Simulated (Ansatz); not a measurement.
# Bands, cutoff and cost in G0W0 for LiF (Griceite)

How do accuracy and time trade against each other in G0W0 on LiF (Griceite)?

Calculated with Ansatz 0.2.0; G0W0 on PBE, plane waves, PAW; PAW set soft_1.

### 1. The starting structure

The structure is cubic, space group Fm-3m (No. 225). Conventional cell: a = 4.028 Å, b = 4.028 Å, c = 4.028 Å, α = 90.00°, β = 90.00°, γ = 90.00°. Li has 6 F at 2.01 Å nearest. Nearest to F lie 6 Li at 2.01 Å. Farther neighbours and most contacts between anions are not listed.

The cell and positions come from the Crystallography Open Database and are kept as given unless a step says otherwise.

### 2. 17 empty bands, screening to 60 eV

Now the one-shot GW correction: screening in the RPA, then the self-energy of the levels asked for. This step takes PAW set soft_1 files.

input.yaml

```yaml
crystal:
  lattice:
    - [0.0, 2.014, 2.014]
    - [2.014, 0.0, 2.014]
    - [2.014, 2.014, 0.0]
  atoms:
    - { symbol: Li, position: [0.0, 0.0, 0.0] }
    - { symbol: F, position: [0.5, 0.5, 0.5] }
kpoints:
  mp_grid: { grid: [6, 6, 6] }
hamiltonian:
  xc: pbe
  pseudopotentials: { kind: paw, azcp: { folder: soft_1 } }
scf:
  occupations: { method: fixed }
gw:
  n_empty_bands: 17
  ecut_chi: 60
  qp_bands: [v2, c2]
  qp_kpoints: band_edges
  screening: { model: contour_deformation }
```

Run with:

```
ansatz run input.yaml --threads 3 --pin off --max-ram 92160MiB --backend cuda --events-out ev --progress --plain --runs-dir out --devices 1 --max-vram 13GiB
```

Numbers of over 12 decimals in the logs are rounded to 6 here.

Output:

```text
GPUs: using 1 of 1 available (devices: 1).
Engine: ansatz 0.2.0, x86_64-unknown-linux-gnu
Pseudopotentials: kind: paw
Pseudopotential: Li, paw, valence charge 3, recommended cutoff 420 eV (normal), soft_1/Li.paw.azcp
Pseudopotential: F, paw, valence charge 7, recommended cutoff 420 eV (normal), soft_1/F.paw.azcp
Functional definition: PBE
  parameter kappa = 0.804
  parameter beta = 0.066725
  exchange = pbe_x(kappa = kappa, mu = beta*pi^2/3)
  correlation = pbe_c(beta = beta)
device memory: the entry about to start is reckoned to put 0.4 GiB on a device that reports 45.9 GiB free (of which the cap on the GPU budget leaves the run 13.0 GiB)
GPU FFT provider: cuFFT
GPU libraries: cuBLAS 13.8.2, cuFFT 12.4.0, cuSOLVER 12.3.4
Crystal: 2 atoms, lattice volume = 16.338 Å³
Basis set: ecut = 420 eV, 331 PW (Γ)
Bands: 9, of which v1, the nominal top of the filled ones, is band 5 counted from 1 (4 counted from 0)
Symmetry: 48 space group operations
Space group: Fm-3m (ITA 225), of the structure as read, at distance tolerance 2.5e-5 Å
k-points: 16 of 216
Non-local potential: Li, projectors of the file, l = 0: 3, l = 1: 2, l = 2: 1
Non-local potential: F, projectors of the file, l = 0: 2, l = 1: 2, l = 2: 1
PAW form: soft (Blöchl's): semilocal exchange-correlation on the pseudo side does not see the compensation charge
PAW one-centre angular grid: Li, 110 points (default); XC on 96 Gauss nodes
PAW one-centre angular grid: F, 110 points (default); XC on 64 Gauss nodes
Initial density: superposition of atomic densities (chi_scale 0.1, normalization cell, long waves kept (reshape's long-wave potential 0.00 eV rms))
Initial wavefunctions: pseudopotential atomic-orbital guess
GPU buffer pool allocated for 8000 grid points (all kernels)
GPU transforms: local potential and band sums: pruned to the plane-wave sphere, on 18×20×20
Functional: x = pbe(κ = 0.804, μ = 0.219515), c = pbe(β = 0.066725)
SCF iter   1: F=—  HF=-1016.037709 eV  |F-HF|=—  |Δ(HF+E_count)|=         —  Δρ=5.95e-2  dr2=3.05e-1  ethr=3.10e-3  ⟨swp⟩=4.0  Hψ=808  notcnv=0  defer=28
preconditioner: auto → none  [insulator: Δε(μ)=8.255 eV  Ē_g=21.877 eV  n_scr=0 (ndim 8)  ℏωp=26.0 eV  f_vac=0.000  ε∞_Penn≈2.4]
SCF iter   2: F=—  HF=-1016.139370 eV  |F-HF|=—  |Δ(HF+E_count)|=   1.02e-1  Δρ=3.22e-2  dr2=8.42e-2  ethr=3.05e-3  ⟨swp⟩=2.0  Hψ=310  notcnv=0  defer=26
SCF iter   3: F=—  HF=-1016.174663 eV  |F-HF|=—  |Δ(HF+E_count)|=   3.53e-2  Δρ=1.64e-2  dr2=2.14e-2  ethr=8.42e-4  ⟨swp⟩=2.0  Hψ=237  notcnv=0  defer=29
SCF iter   4: F=—  HF=-1016.173159 eV  |F-HF|=—  |Δ(HF+E_count)|=   1.50e-3  Δρ=1.38e-3  dr2=1.27e-4  ethr=2.14e-4  ⟨swp⟩=2.7  Hψ=223  notcnv=0  defer=30
SCF iter   5: F=—  HF=-1016.173329 eV  |F-HF|=—  |Δ(HF+E_count)|=   1.71e-4  Δρ=2.76e-4  dr2=8.31e-6  ethr=1.27e-6  ⟨swp⟩=2.4  Hψ=242  notcnv=0  defer=30
SCF iter   6: F=-1016.173327 eV  HF=-1016.173327 eV  |F-HF|=1.87e-8  |Δ(HF+E_count)|=   2.16e-6  Δρ=1.28e-5  dr2=1.58e-8  ethr=1.00e-9  ⟨swp⟩=3.1  Hψ=640  notcnv=0
SCF 1 converged in 6 iterations: F = -1016.173327 eV  dr2 = 1.58e-8
  greatest PAW one-centre occupation: 1.000 electrons in one spin orbital (limit 2), on the Li atom at site 0 (counted from 0), in its partial waves of l = 0
device memory: the entry about to start is reckoned to put 0.4 GiB on a device that reports 45.6 GiB free (of which the cap on the GPU budget leaves the run 13.0 GiB)
NSCF: frozen V_eff on 16 k-points, pencils in batches of 32, up to order 36
the band table was solved once the SCF had ended and its energy, with any forces and stress, was formed, with the checks that follow a solve (1003 applications of the Hamiltonian). They found nothing against the state; the energy, forces and stress were not computed again (output.eigenvalues in the input reference)
device memory: the entry about to start is reckoned to put 0.4 GiB on a device that reports 46.9 GiB free (of which the cap on the GPU budget leaves the run 13.0 GiB)
NSCF: frozen V_eff on 16 k-points, pencils in batches of 32, up to order 108
G₀W₀ screening: q 1/16
[... further progress lines ...]
device memory: the entry about to start is reckoned to put 0.2 GiB on a device that reports 46.7 GiB free (of which the cap on the GPU budget leaves the run 13.0 GiB)
NSCF: frozen V_eff on 1 k-points
device memory: the entry about to start is reckoned to put 0.2 GiB on a device that reports 46.6 GiB free (of which the cap on the GPU budget leaves the run 13.0 GiB)
NSCF: frozen V_eff on 1 k-points
SCF converged after 6 iterations
Free energy (F): -1016.173327 eV
Harris-Foulkes:  -1016.173327 eV  (|F-HF|=1.87e-8)
Internal energy: -1016.173327 eV  (E = F + TS)
E sigma→0 (E₀):  -1016.173327 eV
Fermi energy:    0.961670 eV
--- Per-component energies (eV) ---
  E_band       = -118.047465
  E_kinetic    = 216.239655
  E_local      = -653.590797  (includes V_loc(G=0)·N_el)
  E_nonlocal   = 67.727535
  E_hartree    = 227.144624
  E_xc         = -87.225017
  E_vxc        = -111.958752  (∫ρ·V_xc dr)
  E_paw        = -229.340667  (= ΣΔE_a)
  E_vpaw       = -90.754129  (= ΣTr[D̂ρ^β])
  E_aug_tail   = 0.001026  (compensation charges beyond the density's cutoff)
  E_ewald      = -557.129686
  E_smearing   = -0.000000  (= −TS)
  E_closure    = 0.000000  (closes the sum)
  Σ components = -1016.173327   (vs F -1016.173327, Δ=0.00e0)
--- Band table (eV; the first three rows and the last of 16) ---
  k-point 0: bands = ["-39.9285", "-19.0021", "0.9617", "0.9617", "0.9617", "10.0566", "24.9214", "24.9214", "24.9214"]
  k-point 1: bands = ["-39.9139", "-18.9002", "0.2392", "0.9031", "0.9031", "10.7732", "20.5107", "22.6708", "22.6708"]
  k-point 2: bands = ["-39.8848", "-18.6853", "-0.9974", "0.7912", "0.7912", "11.6631", "18.0490", "20.6268", "20.6268"]
  k-point 15: bands = ["-39.8544", "-18.3269", "-1.5862", "-0.5919", "0.1171", "15.8568", "16.4111", "18.4188", "20.4587"]
--- G₀W₀: contour deformation, 5 samples at zero and on the imaginary axis and 4 off it, 216 q-points, 17 empty bands' worth ---
  eigenvalues of the whole cell's RPA ε∞ on this k-mesh (on a slab, of 1 + 4πα/V) = 1.9802, 1.9802, 1.9802; static W/v taken at q = 0 is 0.504999
  gw.qp_kpoints: band_edges: 12 of 16 stored k-points solved, in 1 pass; an edge of the gap read off the rows below is read off those points alone
    valence top: of the k-points left out ik 13 came nearest to being solved in a further pass, in band 5 (counted from 1, as in the quasiparticle table): it holds the edge there only if its correction is more favourable than any solved in that band by at least 0.515 eV; those differ by 0.212 eV
    conduction bottom: of the k-points left out ik 13 came nearest to being solved in a further pass, in band 6 (counted from 1, as in the quasiparticle table): it holds the edge there only if its correction is more favourable than any solved in that band by at least 3.719 eV; those differ by 1.001 eV
    ik  band        ε_KS         Σx   Σc(E_QP)       V_xc       Z   E_QP_lin       E_QP  E_QP is
     0     4      0.9617   -32.0235     5.2354   -24.2164  0.8275    -1.6625    -1.6100  root
     0     5      0.9617   -32.0235     5.2354   -24.2164  0.8275    -1.6625    -1.6100  root
     0     6     10.0566    -7.5551    -3.2590   -12.4808  0.8907    11.7357    11.7233  root
     0     7     24.9214    -3.0721    -4.2453    -9.9156  0.8573    27.5658    27.5196  root
     1     4      0.9031   -31.9612     5.2388   -24.1339  0.8274    -1.7389    -1.6854  root
     1     5      0.9031   -31.9612     5.2388   -24.1339  0.8274    -1.7389    -1.6854  root
     1     6     10.7732    -7.8378    -3.2263   -12.8677  0.8877    12.5918    12.5768  root
     1     7     20.5107    -3.8717    -3.7696    -9.7158  0.8677    22.6248    22.5851  root
     2     4      0.7912   -31.8531     5.2464   -23.9865  0.8270    -1.8844    -1.8290  root
     2     5      0.7912   -31.8531     5.2464   -23.9865  0.8270    -1.8844    -1.8290  root
     2     6     11.6631    -6.3162    -3.2809   -11.4655  0.8895    13.5479    13.5315  root
     2     7     18.0490    -6.9947    -3.6872   -13.0139  0.8647    20.4277    20.3809  root
     3     4      0.7372   -31.8082     5.2505   -23.9245  0.8268    -1.9520    -1.8959  root
     3     5      0.7372   -31.8082     5.2505   -23.9245  0.8268    -1.9520    -1.8959  root
     3     6     11.7591    -4.8526    -3.3011    -9.9458  0.8940    13.5657    13.5512  root
     3     7     17.7120    -9.1418    -3.7538   -15.4630  0.8558    20.3395    20.2794  root
     4     4      0.7060   -31.6394     5.2361   -23.7718  0.8268    -1.9817    -1.9255  root
     4     5      0.7060   -31.6394     5.2361   -23.7718  0.8268    -1.9817    -1.9255  root
     4     6     11.1639    -8.3318    -3.1980   -13.4161  0.8852    13.0671    13.0501  root
     4     7     21.4623    -2.3717    -3.6902    -7.6803  0.8674    23.1081    23.0807  root
     5     4      0.4857   -31.2338     5.2119   -23.3448  0.8265    -2.2507    -2.1914  root
     5     5      0.5233   -31.4009     5.2398   -23.4878  0.8262    -2.2090    -2.1500  root
     5     6     12.3663    -8.0361    -3.2414   -13.3357  0.8823    14.4461    14.4246  root
     5     7     18.2492    -4.8048    -3.5943   -10.4827  0.8747    20.3653    20.3327  root
[...]
12     4     -0.0333   -30.6156     5.2458   -22.5865  0.8243    -2.8842    -2.8166  root
    12     5     -0.0333   -30.6156     5.2458   -22.5865  0.8243    -2.8842    -2.8166  root
    12     6     15.7870    -9.4004    -3.4472   -15.5154  0.8646    18.5042    18.4548  root
    12     7     17.4556    -2.6182    -3.3924    -7.5641  0.8882    19.0230    19.0091  root
    14     4     -0.6976   -29.3025     5.1643   -21.2520  0.8230    -3.6606    -3.5838  root
    14     5      0.3380   -31.2220     5.2462   -23.2516  0.8256    -2.4485    -2.3861  root
    14     6     14.5213    -6.5906    -3.3463   -12.1188  0.8811    16.7298    16.7033  root
    14     7     16.3508    -7.5207    -3.4679   -13.4076  0.8706    18.8092    18.7698  root
```

Wall time 14 s (1 × NVIDIA H100 80GB HBM3 (shared by 6 runs) with 3 threads of AMD EPYC 7R13 (Zen 3), shared host); peak memory 0.97 GiB; 11 s of CPU time.

This step gave:

```yaml
bands_summed: 22
rpa_eps_infinity_on_this_mesh_eigenvalues: 1.980, 1.980, 1.980
plane_waves_in_the_screening_matrix: 15
q_points_in_the_mesh: 216
g0w0_gap_on_the_mesh: 13.33 eV
k_of_the_valence_top: 0, 0, 0
k_of_the_conduction_bottom: 0, 0, 0
starting_gap_on_the_mesh: 9.095 eV
z_at_the_valence_top: 0.8275
z_at_the_conduction_bottom: 0.8907
least_direct_g0w0_gap_on_the_computed_points: 13.33 eV
```

The gap on the mesh goes from 9.09 eV to 13.33 eV, a correction of +4.24 eV. Between the two edge states, bare exchange in place of the xc potential would open the gap by 12.73 eV, and correlation takes back 8.49 eV.

### 3. 48 empty bands, screening to 120 eV

Bands and screening cutoff are moved together, since each hides the error of the other.

input.yaml: that of step 2 with these lines changed.

```diff
@@ -16,4 +16,4 @@
 gw:
-  n_empty_bands: 17
-  ecut_chi: 60
+  n_empty_bands: 48
+  ecut_chi: 120
   qp_bands: [v2, c2]
```

Output:

```text
GPUs: using 1 of 1 available (devices: 1).
[...]
GPU FFT provider: cuFFT
GPU libraries: cuBLAS 13.8.2, cuFFT 12.4.0, cuSOLVER 12.3.4
Crystal: 2 atoms, lattice volume = 16.338 Å³
Basis set: ecut = 420 eV, 331 PW (Γ)
Bands: 9, of which v1, the nominal top of the filled ones, is band 5 counted from 1 (4 counted from 0)
Symmetry: 48 space group operations
[...]
k-points: 16 of 216
[...]
GPU buffer pool allocated for 8000 grid points (all kernels)
[...]
SCF iter   1: F=—  HF=-1016.037709 eV  |F-HF|=—  |Δ(HF+E_count)|=         —  Δρ=5.95e-2  dr2=3.05e-1  ethr=3.10e-3  ⟨swp⟩=4.0  Hψ=808  notcnv=0  defer=28
[...]
SCF iter   6: F=-1016.173327 eV  HF=-1016.173327 eV  |F-HF|=1.87e-8  |Δ(HF+E_count)|=   2.16e-6  Δρ=1.28e-5  dr2=1.58e-8  ethr=1.00e-9  ⟨swp⟩=3.1  Hψ=640  notcnv=0
SCF 1 converged in 6 iterations: F = -1016.173327 eV  dr2 = 1.58e-8
[...]
NSCF: frozen V_eff on 16 k-points, pencils in batches of 32, up to order 36
[...]
NSCF: frozen V_eff on 16 k-points
G₀W₀ screening: q 1/16
[... further progress lines ...]
[...]
SCF converged after 6 iterations
Free energy (F): -1016.173327 eV
[...]
Internal energy: -1016.173327 eV  (E = F + TS)
E sigma→0 (E₀):  -1016.173327 eV
Fermi energy:    0.961670 eV
[...]
--- Band table (eV; the first three rows and the last of 16) ---
[...]
bands read: the sum over 53 bands ends inside a degenerate multiplet in 2 slots, whose members it reads at an even weight; the widest, k=0: bands 53 to 54 (counted from 1) at 1/2 each
[...]
0     4      0.9617   -32.0235     5.2729   -24.2164  0.8191    -1.6212    -1.5725  root
     0     5      0.9617   -32.0235     5.2729   -24.2164  0.8191    -1.6212    -1.5725  root
     0     6     10.0566    -7.5551    -3.3534   -12.4808  0.8883    11.6394    11.6289  root
     0     7     24.9214    -3.0721    -4.5677    -9.9156  0.8552    27.2192    27.1972  root
     1     4      0.9031   -31.9612     5.2778   -24.1339  0.8190    -1.6959    -1.6464  root
     1     5      0.9031   -31.9612     5.2778   -24.1339  0.8190    -1.6959    -1.6464  root
     1     6     10.7732    -7.8378    -3.3371   -12.8677  0.8848    12.4785    12.4659  root
     1     7     20.5107    -3.8717    -4.0330    -9.7158  0.8658    22.3507    22.3218  root
[...]
14     4     -0.6976   -29.3025     5.1929   -21.2520  0.8170    -3.6275    -3.5553  root
    14     5      0.3380   -31.2220     5.2897   -23.2516  0.8180    -2.4004    -2.3426  root
    14     6     14.5213    -6.5906    -3.5402   -12.1188  0.8776    16.5305    16.5094  root
    14     7     16.3508    -7.5207    -3.6745   -13.4076  0.8658    18.5947    18.5632  root
```

Run time: 9.1 s. Hardware: 1 × NVIDIA H100 80GB HBM3 (shared by 6 runs) with 3 threads; peak memory 0.98 GiB; 12 s of CPU time.

This step gave:

```
bands summed                                 : 53
RPA ε∞ on this mesh (eigenvalues)            : 1.977, 1.977, 1.977
plane waves in the screening matrix          : 59
q-points in the mesh                         : 216
G0W0 gap on the mesh                         : 13.20 eV
k of the valence top                         : 0, 0, 0
k of the conduction bottom                   : 0, 0, 0
starting gap on the mesh                     : 9.095 eV
Z at the valence top                         : 0.8191
Z at the conduction bottom                   : 0.8883
least direct G0W0 gap on the computed points : 13.20 eV
```

Against the run with 6×6×6 mesh, 17 empty bands, screening to 60 eV, PAW set soft_1 files, the gap moves by −0.13 eV.

### 4. 104 empty bands, screening to 200 eV

input.yaml: that of step 3 with these lines changed.

```diff
@@ -16,4 +16,4 @@
 gw:
-  n_empty_bands: 48
-  ecut_chi: 120
+  n_empty_bands: 104
+  ecut_chi: 200.0
   qp_bands: [v2, c2]
```

Output:

```text
GPUs: using 1 of 1 available (devices: 1).
[...]
GPU FFT provider: cuFFT
GPU libraries: cuBLAS 13.8.2, cuFFT 12.4.0, cuSOLVER 12.3.4
Crystal: 2 atoms, lattice volume = 16.338 Å³
Basis set: ecut = 420 eV, 331 PW (Γ)
Bands: 9, of which v1, the nominal top of the filled ones, is band 5 counted from 1 (4 counted from 0)
Symmetry: 48 space group operations
[...]
k-points: 16 of 216
[...]
1     7     20.5107    -3.8717    -4.0961    -9.7158  0.8666    22.2846    22.2587  root
[...]
14     4     -0.6976   -29.3025     5.0409   -21.2520  0.8141    -3.7884    -3.7072  root
    14     5      0.3380   -31.2220     5.1171   -23.2516  0.8146    -2.5813    -2.5152  root
    14     6     14.5213    -6.5906    -3.6077   -12.1188  0.8771    16.4611    16.4419  root
    14     7     16.3508    -7.5207    -3.7755   -13.4076  0.8653    18.4900    18.4623  root
[key lines of the parts left out:]
SCF converged after 6 iterations
Free energy (F): -1016.173327 eV
Fermi energy:    0.961670 eV
```

The job ended after 9.3 s (1 × NVIDIA H100 80GB HBM3 (shared by 6 runs) with 3 threads; peak memory 1 GiB; 11 s of CPU time).

Numbers from this step:

| Item | Value |
| --- | --- |
| bands summed | 109 |
| RPA ε∞ on this mesh (eigenvalues) | 1.972, 1.972, 1.972 |
| plane waves in the screening matrix | 113 |
| G0W0 gap on the mesh | 13.41 eV |
| k of the valence top | 0, 0, 0 |
| k of the conduction bottom | 0, 0, 0 |
| starting gap on the mesh | 9.095 eV |
| least direct G0W0 gap on the computed points | 13.41 eV |

Against the run with 6×6×6 mesh, 48 empty bands, screening to 120 eV, PAW set soft_1 files, the gap moves by +0.20 eV.

(Part 1 of 2 ends here.)

[Paths, hosts, dates, memory and timing lines, banners, echoed tables and standing remarks are left out of the program output.]

[Logs are printed without paths, hosts, clocks, repeated set-up lines and the standing remarks that a program may print on its own settings, such as how far it seeks lower states.]

[Runs of the session that timed out or met a known fault of the program may be left out.]

[Cells called generated may have been cut or substituted from an entry of the Crystallography Open Database or the Materials Project.]

[Hosts, paths, dates, database ids (printed as entryN), source tags and the programs' standing remarks are cut or masked in the printed files.]
